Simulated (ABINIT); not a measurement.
An input for ABINIT 10.8.3 (InP (F-43m)):

```
acell 3*1.0 Angstrom
rprim 
  -0.000000000000 2.930500000000 2.930500000000
  2.930500000000 -0.000000000000 2.930500000000
  2.930500000000 2.930500000000 -0.000000000000
ntypat 2
znucl 49 15
natom 2
typat 1 2
xred 
  0.000000000000 0.000000000000 0.000000000000
  0.250000000000 0.250000000000 0.250000000000
pp_dirpath "pseudos"
pseudos "In.upf, P.upf"
ecut 19
ngkpt 4 4 4
nshiftk 1
shiftk 0 0 0
kptopt 1
chksymbreak 0
istwfk *1
occopt 1
irdwfk 1
optdriver 3
nband 90
ecuteps 6
inclvkb 2
awtr 1
symchi 1
indata_prefix "in"
outdata_prefix "out"
tmpdata_prefix "tmp"
```

The database entry behind the starting cell differs from later determinations by our own check (0.1 to 0.3 % short, probably kX units), so it need not match the best structure at ambient conditions.

```sh
OMP_NUM_THREADS=1 mpirun -n 4 abinit run.abi > log
```

Q: Estimate wall time and host memory on 4 MPI ranks of Arm Neoverse V1, shared host.

It took 17 s; on shared hardware allow 8.5 s to 34 s. Peak host memory was 0.49 GiB.

[Paths, hosts, dates, memory and timing lines, banners, echoed tables and standing remarks are left out of the program output.]

[Logs are printed without paths, hosts, clocks, repeated set-up lines and the standing remarks that a program may print on its own settings, such as how far it seeks lower states.]

[Runs of the session that timed out or met a known fault of the program may be left out.]

[Hosts, paths, dates, database ids (printed as entryN), source tags and the programs' standing remarks are cut or masked in the printed files.]

[G0W0 gaps are taken among the corrected bands and points alone; a level outside them can change the order at an edge.]

[Where Ansatz stands beside ABINIT at settings called matched, ABINIT's density can come from a denser mesh and the files from another edition; pairs whose starting gaps differed by over 0.03 eV were left out, so agreement reads better than it is.]
